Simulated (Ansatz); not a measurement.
## Li on Mo(110): change of the work function

Aim: the work function of Mo(110) at several coverages of Li (hollow site), and the dipole that each adsorbate carries.

Calculated with Ansatz 0.2.0; plane-wave DFT, PBE, Ansatz PAW.

This is a report of a sequence of runs, with most program output left out.

### Step 1. Starting point

The cell holds 4 atoms: 4 Mo. Cell: a = 2.728 Å, b = 2.728 Å, c = 24.682 Å, α = 90.0°, β = 90.0°, γ = 70.5°. Vacuum lies along c.

### Step 2. The clean slab

The bare slab comes first, as the zero from which every change is counted. The two lowest layers are held at bulk places and the upper ones relax. The dipole correction removes the false field that a one-sided slab makes across the periodic vacuum, so each face gets a flat vacuum level of its own.

input.yaml

```yaml
crystal:
  lattice:
    - [2.2273863607, -1.575, 0.0]
    - [2.2273863607, 1.575, 0.0]
    - [0.0, 0.0, 24.6821590822]
  atoms:
    - { symbol: Mo, position: [0.0, 0.0, 0.3646358477] }
    - { symbol: Mo, position: [0.5, 0.5, 0.4548786159] }
    - { symbol: Mo, position: [0.0, 0.0, 0.5451213841] }
    - { symbol: Mo, position: [0.5, 0.5, 0.6353641523] }
kpoints:
  mp_grid: { grid: [12, 12, 1] }
hamiltonian:
  xc: pbe
scf:
  occupations: { method: fermi_dirac, width: 0.1 }
  convergence: { dr2_threshold: 1.0e-08 }
efield:
  axis: 3
  dipole_correction: true
  ramp_position: 0.97
  ramp_width: 0.06
relax:
  f_tol: 0.02
  max_steps: 60
  constraints: [{ sites: [0, 1] }]
output:
  write_potential: true
  write_density: true
  volumetric_format: npy
```

On the command line:

```sh
> ansatz run input.yaml --threads 4 --pin off --max-ram 6144MiB --backend cpu --events-out ev --progress --plain --runs-dir out
```

Wall time 43 s (4 threads of Arm Neoverse N1, shared host); peak memory 0.58 GiB; 2.8 min of CPU time.

The steps of the relaxation:

```csv
step,energy less that of the first step (eV),largest force component (eV/Å)
1,0.0000,0.6071
2,0.0156,0.8030
3,-0.0210,0.1718
4,-0.0224,0.0062
```

Relaxation step 2 was tried and not accepted.

Forces are held to the 4 operations that the run works with; a distortion that breaks them can't arise in this run.

The atoms that moved most (Å):

```csv
atom,dx,dy,dz,length
Mo4,0.000,0.000,-0.059,0.059
Mo3,0.000,0.000,0.022,0.022
```

The relaxed structure:

```cif
data_structure
_symmetry_space_group_name_H-M 'P 1'
_symmetry_Int_Tables_number 1
_cell_length_a 2.7280
_cell_length_b 2.7280
_cell_length_c 24.6822
_cell_angle_alpha 90.000
_cell_angle_beta 90.000
_cell_angle_gamma 70.529
_cell_volume 173.18
loop_
_atom_site_label
_atom_site_type_symbol
_atom_site_fract_x
_atom_site_fract_y
_atom_site_fract_z
_atom_site_occupancy
Mo1 Mo 0.00000 0.00000 0.36464 1
Mo2 Mo 0.50000 0.50000 0.45488 1
Mo3 Mo 0.00000 0.00000 0.54602 1
Mo4 Mo 0.50000 0.50000 0.63297 1
```

This step gave:

```yaml
energy_at_zero_smearing: -19821.6053 eV
work_function_upper_face: 4.598 eV
work_function_lower_face: 4.696 eV
dipole_along_the_normal: 0.003789 e·Å
step_between_the_vacuum_levels: -0.09771 eV
```

Running mean over 2.227 Å of the planar mean; the ramp of the sawtooth is left out. Table of electron's electrostatic potential energy less the Fermi level by z:

```csv
z (Å),electron's electrostatic potential energy less the Fermi level (eV)
3.5,4.70
4.0,4.69
4.5,4.69
5.0,4.68
5.5,4.65
6.0,4.55
6.5,4.23
7.0,3.21
7.5,-0.134
8.0,-5.98
8.5,-10.8
9.0,-12.4
9.5,-12.6
10.0,-12.7
10.5,-12.8
11.0,-12.9
11.5,-12.9
12.0,-12.7
12.5,-12.7
13.0,-12.8
13.5,-13.0
14.0,-13.4
14.5,-13.7
15.0,-13.3
15.5,-12.7
16.0,-11.5
16.5,-7.48
17.0,-1.49
17.5,2.59
18.0,3.99
18.5,4.41
19.0,4.54
19.5,4.58
20.0,4.59
20.5,4.60
21.0,4.60
21.5,4.60
```

The relaxation took 4 steps and lowered the energy by 0.022 eV; the largest force on the free atoms ends at 0.0062 eV/Å.

The work function of the upper face is 4.60 eV.

### Step 3. Adsorbate added, k-mesh 6×6×1, coverage 0.25 ML

System of this step: Li/Mo(110). The cell holds 17 atoms: 16 Mo and 1 Li. Cell: a = 5.456 Å, b = 5.456 Å, c = 27.102 Å, α = 90.0°, β = 90.0°, γ = 70.5°. Vacuum lies along c.

The clean slab as it ended is repeated in the plane and the adsorbate is set on one face; the cell's size fixes the coverage, and the k-mesh shrinks with it to keep the sampling density about even. Adsorbate and upper layers relax, since the dipole depends on the height.

input.yaml

```yaml
crystal:
  lattice:
    - [4.4547727214, -3.15, 0.0]
    - [4.4547727214, 3.15, 0.0]
    - [0.0, 0.0, 27.1015886411]
  atoms:
    - { symbol: Mo, position: [0.0, 0.0, 0.3320838538] }
    - { symbol: Mo, position: [0.25, 0.25, 0.4142704145] }
    - { symbol: Mo, position: [0.0, 0.0, 0.4972773475] }
    - { symbol: Mo, position: [0.25, 0.25, 0.5764664966] }
    - { symbol: Mo, position: [0.0, 0.5, 0.3320838538] }
    - { symbol: Mo, position: [0.25, 0.75, 0.4142704145] }
    - { symbol: Mo, position: [0.0, 0.5, 0.4972773475] }
    - { symbol: Mo, position: [0.25, 0.75, 0.5764664966] }
    - { symbol: Mo, position: [0.5, 0.0, 0.3320838538] }
    - { symbol: Mo, position: [0.75, 0.25, 0.4142704145] }
    - { symbol: Mo, position: [0.5, 0.0, 0.4972773475] }
    - { symbol: Mo, position: [0.75, 0.25, 0.5764664966] }
    - { symbol: Mo, position: [0.5, 0.5, 0.3320838538] }
    - { symbol: Mo, position: [0.75, 0.75, 0.4142704145] }
    - { symbol: Mo, position: [0.5, 0.5, 0.4972773475] }
    - { symbol: Mo, position: [0.75, 0.75, 0.5764664966] }
    - { symbol: Li, position: [0.42, 0.42, 0.6679161462] }
kpoints:
  mp_grid: { grid: [6, 6, 1] }
hamiltonian:
  xc: pbe
scf:
  occupations: { method: fermi_dirac, width: 0.1 }
  convergence: { dr2_threshold: 1.0e-08 }
efield:
  axis: 3
  dipole_correction: true
  ramp_position: 0.97
  ramp_width: 0.06
relax:
  f_tol: 0.02
  max_steps: 60
  constraints: [{ sites: [0, 1, 4, 5, 8, 9, 12, 13] }]
output:
  dos: { projected: true, e_range: [-8, 4] }
  write_potential: true
  write_density: true
  volumetric_format: npy
  elf: true
```

Elapsed: 9 min, on 4 threads; peak memory 3 GiB; 31 min of CPU time.

Step by step:

```csv
step,energy less that of the first step (eV),largest force component (eV/Å)
1,0.0000,0.4509
2,-0.0368,0.4017
3,-0.0686,0.1255
4,-0.0849,0.0547
5,-0.0918,0.0176
6,-0.0925,0.0127
```

Forces are held to the 2 operations that the run works with; a distortion that breaks them can't arise in this run.

The atoms that moved most (Å):

```csv
atom,dx,dy,dz,length
Li17,0.719,0.000,-0.174,0.739
Mo4,0.015,0.000,0.049,0.052
Mo16,-0.014,0.000,0.049,0.051
Mo8,0.001,0.022,-0.008,0.023
Mo12,0.001,-0.022,-0.008,0.023
Mo3,0.000,0.000,-0.018,0.018
Mo7,0.001,0.000,-0.007,0.008
Mo11,0.001,0.000,-0.007,0.008
```

Final coordinates:

```xyz
17
Lattice="4.4548 -3.1500 0.0000 4.4548 3.1500 0.0000 0.0000 0.0000 27.1016" Properties=species:S:1:pos:R:3
Mo    0.0000    0.0000    9.0000
Mo    2.2274    0.0000   11.2274
Mo    0.0005    0.0000   13.4590
Mo    2.2427    0.0000   15.6723
Mo    2.2274    1.5750    9.0000
Mo    4.4548    1.5750   11.2274
Mo    2.2280    1.5748   13.4695
Mo    4.4556    1.5968   15.6153
Mo    2.2274   -1.5750    9.0000
Mo    4.4548   -1.5750   11.2274
Mo    2.2280   -1.5748   13.4695
Mo    4.4556   -1.5968   15.6153
Mo    4.4548    0.0000    9.0000
Mo    6.6822    0.0000   11.2274
Mo    4.4555    0.0000   13.4705
Mo    6.6679    0.0000   15.6721
Li    4.4607    0.0000   17.9277
```

Numbers from this step:

```yaml
energy_at_zero_smearing: -79491.7380 eV
work_function_upper_face: 2.497 eV
work_function_lower_face: 4.658 eV
dipole_along_the_normal: 0.3350 e·Å
step_between_the_vacuum_levels: -2.160 eV
```

Running mean over 2.227 Å of the planar mean; the ramp of the sawtooth is left out. Table of electron's electrostatic potential energy less the Fermi level by z:

```csv
z (Å),electron's electrostatic potential energy less the Fermi level (eV)
4,4.66
5,4.65
6,4.52
7,3.16
8,-6.00
9,-12.4
10,-12.7
11,-12.9
12,-12.8
13,-12.9
14,-13.2
15,-13.1
16,-11.6
17,-2.63
18,1.85
19,2.07
20,2.43
21,2.49
22,2.50
23,2.50
```

The density of states has structure finer than the step of the table below, so its rows give means over 0.25 eV, whole bins alone (the curve runs from -8 to 1.44 eV). Peaks (eV: height): -3.160: 39.8, -2.950: 29.7, -2.740: 33.7, -2.560: 29.6, -1.680: 28.3, 0.960: 32.4, 1.020: 33.7.

Density of states against energy, zero at the Fermi level; means over each step:

```csv
energy (eV),density of states (states/eV a cell)
-7.00,0
-6.75,0.230
-6.50,0.916
-6.25,0.923
-6.00,1.02
-5.75,1.10
-5.50,1.89
-5.25,2.60
-5.00,7.87
-4.75,15.6
-4.50,16.8
-4.25,16.1
-4.00,18.4
-3.75,25.5
-3.50,18.7
-3.25,21.1
-3.00,23.2
-2.75,23.8
-2.50,21.1
-2.25,21.8
-2.00,19.4
-1.75,25.7
-1.50,22.9
-1.25,19.6
-1.00,15.2
-0.75,12.4
-0.50,15.9
-0.25,12.1
0.00,14.4
0.25,18.0
0.50,19.6
0.75,21.5
1.00,26.7
1.25,23.2
```

Projected DOS per atom over height of the atomic layer and energy from the Fermi level. Layers: Mo4 Mo4 Mo4 Mo4 Li from below.

Ten even steps from '_' (0.00 states/eV) to '@' (1.83 states/eV), each cell a mean:
```
##%%##**..
%%######..
##++==**..
++----**__
**::::++..
**::::**__
@@====%%__
%%****@@..
##**++##__
%%##**##__
++@@@@**__
**##****__
**####**__
--##%%--__
::####::__
__....____
__________
__________
__________
__________
__________
__________
```
Columns: height of the atomic layer (Å) from 9 to 17.9; rows upwards: energy from the Fermi level (eV) from -7.96 to 1.45.

Electrostatic potential energy in the ca plane at fractional y = 0.500, with atoms of Mo and Li within 0.2 Å of it. With pseudopotentials it is smooth inside the atoms' cores, unlike the true potential.

Ten even steps from '0' (-67 eV) to '9' (9 eV), each cell a mean:
```
00279999997300158999999999999999999999999999
33589999998633479999999999999999999999999999
77899999999877899999999999999999999999999999
88999988999988999999999999999999999999999999
77899999999877899999999999999999999999999999
23589999998632479999999987899999999999999999
00279999997300158999999865689999999999999999
00269999997200058999999854589999999999999999
01479999998410269999999976789999999999999999
55789999999765689999999998899999999999999999
88999999999988899999999999999999999999999999
88999999999988899999999999999999999999999999
55789999999755689999999999999999999999999999
01479999998410269999999999999999999999999999
00269999997200058999999999999999999999999999
```
Columns run along c (16.0 Å, from fractional 0.32 to 0.92 of the cell; values clipped at the 3rd and 97th percentile), rows up along a (5.5 Å). Atoms in or near the plane, at fractional coordinates: Mo at (0.33, 0.00), Mo at (0.50, 0.00), Mo at (0.33, 0.50), Mo at (0.50, 0.50), Li at (0.66, 0.50).

Valence density in the ca plane at fractional y = 0.500, with atoms of Mo and Li within 0.2 Å of it. It is the smooth field of the valence electrons, not physical close to the nuclei.

Ten steps, logarithmic in the rise over the least value, from '0' (0.0 e/Å³) to '9' (7.2 e/Å³), each cell a mean:
```
99853333334799864333221100000000000000000000
88643333333678743333321100000000000000000000
55433333333455433333322110000000000000000000
44333333333334333333322110000000000000000000
55433333333455433333322111000000000000000000
88643333333688753333322124200000000000000000
99853333334899864333222269710000000000000000
99853333335899964333222279820000000000000000
99743333334789853333322246500000000000000000
66533333333466543333322111100000000000000000
44333333333344333333322110000000000000000000
44333333333344333333322110000000000000000000
66533333333566543333322100000000000000000000
99753333334789853333321100000000000000000000
99853333335899964333221100000000000000000000
```
Columns run along c (16.0 Å, from fractional 0.32 to 0.92 of the cell), rows up along a (5.5 Å). Atoms in or near the plane, at fractional coordinates: Mo at (0.33, 0.00), Mo at (0.50, 0.00), Mo at (0.33, 0.50), Mo at (0.50, 0.50), Li at (0.66, 0.50).

ELF in the ca plane at fractional y = 0.500, with atoms of Mo and Li within 0.2 Å of it. It is the smooth field of the valence electrons, not physical close to the nuclei.

Ten even steps from '0' (0.00 × 1e-1) to '9' (9.90 × 1e-1), each cell a mean:
```
66633433432666742333344433211000000000000000
66423322332366523332334443321100000000000000
33234322343233223333344554432100000000000000
32344333344322234333345554221100000000000000
33234322343233223333345520000000000000000000
66423322332366523333345202200000000000000000
56633433432665742333344049920000000000000000
45633433433654652333454069930000000000000000
77523333332577632333345126500000000000000000
54223322332245323333345410000000000000000000
32234323344322234333345542111000000000000000
32234323344322234333345555432100000000000000
55323322332245323333344444321100000000000000
77523333332577632333334433221000000000000000
45633433433754652333344432211000000000000000
```
Columns run along c (16.0 Å, from fractional 0.32 to 0.92 of the cell), rows up along a (5.5 Å). Atoms in or near the plane, at fractional coordinates: Mo at (0.33, 0.00), Mo at (0.50, 0.00), Mo at (0.33, 0.50), Mo at (0.50, 0.50), Li at (0.66, 0.50).

The relaxation took 6 steps and lowered the energy by 0.092 eV; the largest force on the free atoms ends at 0.013 eV/Å.

By hand: a sheet of dipoles makes a step −p/(ε₀A) in the electron's potential. With e/ε₀ = 180.95 V·Å, p = 0.3350 e·Å and A = 28.07 Å², that is −180.95 × (0.3350) / 28.07 = -2.160 eV, and the two vacuum levels of the run differ by -2.160 eV.

The covered face has 2.50 eV, -2.10 eV against the clean one; the bare back face has moved by -0.04 eV, a measure of how thin the slab is.

### Step 4. Adsorbate added, k-mesh 12×12×1, coverage 1 ML

System of this step: Li/Mo(110). The cell holds 5 atoms: 4 Mo and 1 Li. Cell: a = 2.728 Å, b = 2.728 Å, c = 27.102 Å, α = 90.0°, β = 90.0°, γ = 70.5°. Vacuum lies along c.

Another coverage, to see how the dipoles act on each other as their distance changes.

input.yaml, the sections that differ from step 3:

```yaml
crystal:
  lattice:
    - [2.2273863607, -1.575, 0.0]
    - [2.2273863607, 1.575, 0.0]
    - [0.0, 0.0, 27.1015886411]
  atoms:
    - { symbol: Mo, position: [0.0, 0.0, 0.3320838538] }
    - { symbol: Mo, position: [0.5, 0.5, 0.4142704145] }
    - { symbol: Mo, position: [0.0, 0.0, 0.4972773475] }
    - { symbol: Mo, position: [0.5, 0.5, 0.5764664966] }
    - { symbol: Li, position: [0.84, 0.84, 0.6679161462] }
kpoints:
  mp_grid: { grid: [12, 12, 1] }
relax:
  f_tol: 0.02
  max_steps: 60
  constraints: [{ sites: [0, 1] }]
output:
  write_potential: true
  write_density: true
  volumetric_format: npy
# hamiltonian, scf, efield: as in step 3
```

Elapsed: 2.9 min, on 4 threads; peak memory 0.64 GiB; 5.6 min of CPU time.

Step by step:

```csv
step,energy less that of the first step (eV),largest force component (eV/Å)
1,0.0000,0.5447
2,-0.0644,0.2850
3,-0.0972,0.0997
4,-0.1142,0.0480
5,-0.1185,0.0321
6,-0.1189,0.0181
```

The run keeps the 2 symmetry operations that it works with, so distortions that break them were not tested.

The atoms that moved most (Å):

```csv
atom,dx,dy,dz,length
Li5,0.721,0.000,-0.197,0.747
Mo4,-0.006,0.000,0.043,0.043
Mo3,-0.002,0.000,-0.007,0.007
```

The relaxed structure:

```
Mo Li
1.0
     2.22739   -1.57500    0.00000
     2.22739    1.57500    0.00000
     0.00000    0.00000   27.10159
Mo Li
4 1
Cartesian
  0.0000 0.0000 9.0000
  2.2274 0.0000 11.2274
  -0.0023 0.0000 13.4699
  2.2216 0.0000 15.6659
  4.4631 0.0000 17.9051
```

This step gave:

```yaml
energy_at_zero_smearing: -20026.8166 eV
work_function_upper_face: 3.261 eV
work_function_lower_face: 4.647 eV
dipole_along_the_normal: 0.05375 e·Å
step_between_the_vacuum_levels: -1.386 eV
```

Running mean over 2.227 Å of the planar mean; the ramp of the sawtooth is left out. Electron's electrostatic potential energy less the Fermi level against z:

```csv
z (Å),electron's electrostatic potential energy less the Fermi level (eV)
4,4.65
5,4.63
6,4.51
7,3.16
8,-6.00
9,-12.4
10,-12.7
11,-12.8
12,-12.7
13,-12.8
14,-12.9
15,-12.8
16,-11.7
17,-5.00
18,-1.56
19,0.221
20,2.66
21,3.16
22,3.25
23,3.26
```

The relaxation took 6 steps and lowered the energy by 0.12 eV; the largest force on the free atoms ends at 0.018 eV/Å.

The covered face has 3.26 eV, -1.34 eV against the clean one; the bare back face has moved by -0.05 eV, a measure of how thin the slab is.

### Step 5. Work function against coverage

This step: plane-wave DFT, PBE, Ansatz PAW; work function against coverage (Ansatz 0.2.0).

The runs are now put side by side.

This step gave:

```
work function of the clean face     : 4.598 eV
largest change of the work function : -2.101 eV
```

Work function of the covered face against coverage:

```csv
coverage (adsorbates/nm²),work function of the covered face (eV)
0.00,4.60
3.56,2.50
14.25,3.26
```

The dipole per adsorbate comes from the change of the cell's dipole. Coverage, by row:

```csv
coverage (1/nm²),coverage (ML),work function (eV),change (eV),"dipole per adsorbate, positive end outwards (debye)",mean height of the added atoms over the highest substrate atom (Å)
3.563,0.25,2.497,-2.101,1.536,2.255
14.25,1,3.261,-1.337,0.24,2.239
```

### Step 6. What came out

```json
{
  "work function of the clean face": "4.60 eV",
  "work function at 0.25 ML": "2.50 eV",
  "work function at 1 ML": "3.26 eV",
  "dipole per adsorbate at 0.25 ML, positive end outwards": "1.54 D"
}
```

Li lowers the work function of Mo(110) at the lowest coverage, by 2.10 eV: the adsorbate layer has its positive end outwards. The slab has 4 layers, at the tabulated experimental lattice constant, one starting site was run, and quantum-size effects of a slab this thin can reach one or two tenths of an eV.

[Logs are printed without paths, hosts, clocks, repeated set-up lines and the standing remarks that a program may print on its own settings, such as how far it seeks lower states.]

[Hosts, paths, dates, database ids (printed as entryN), source tags and the programs' standing remarks are cut or masked in the printed files.]

[Maps of the electrostatic potential energy from Ansatz leave out the sawtooth potential of an applied field or a dipole correction, so their vacuum need not be flat; planar profiles and work functions include it.]
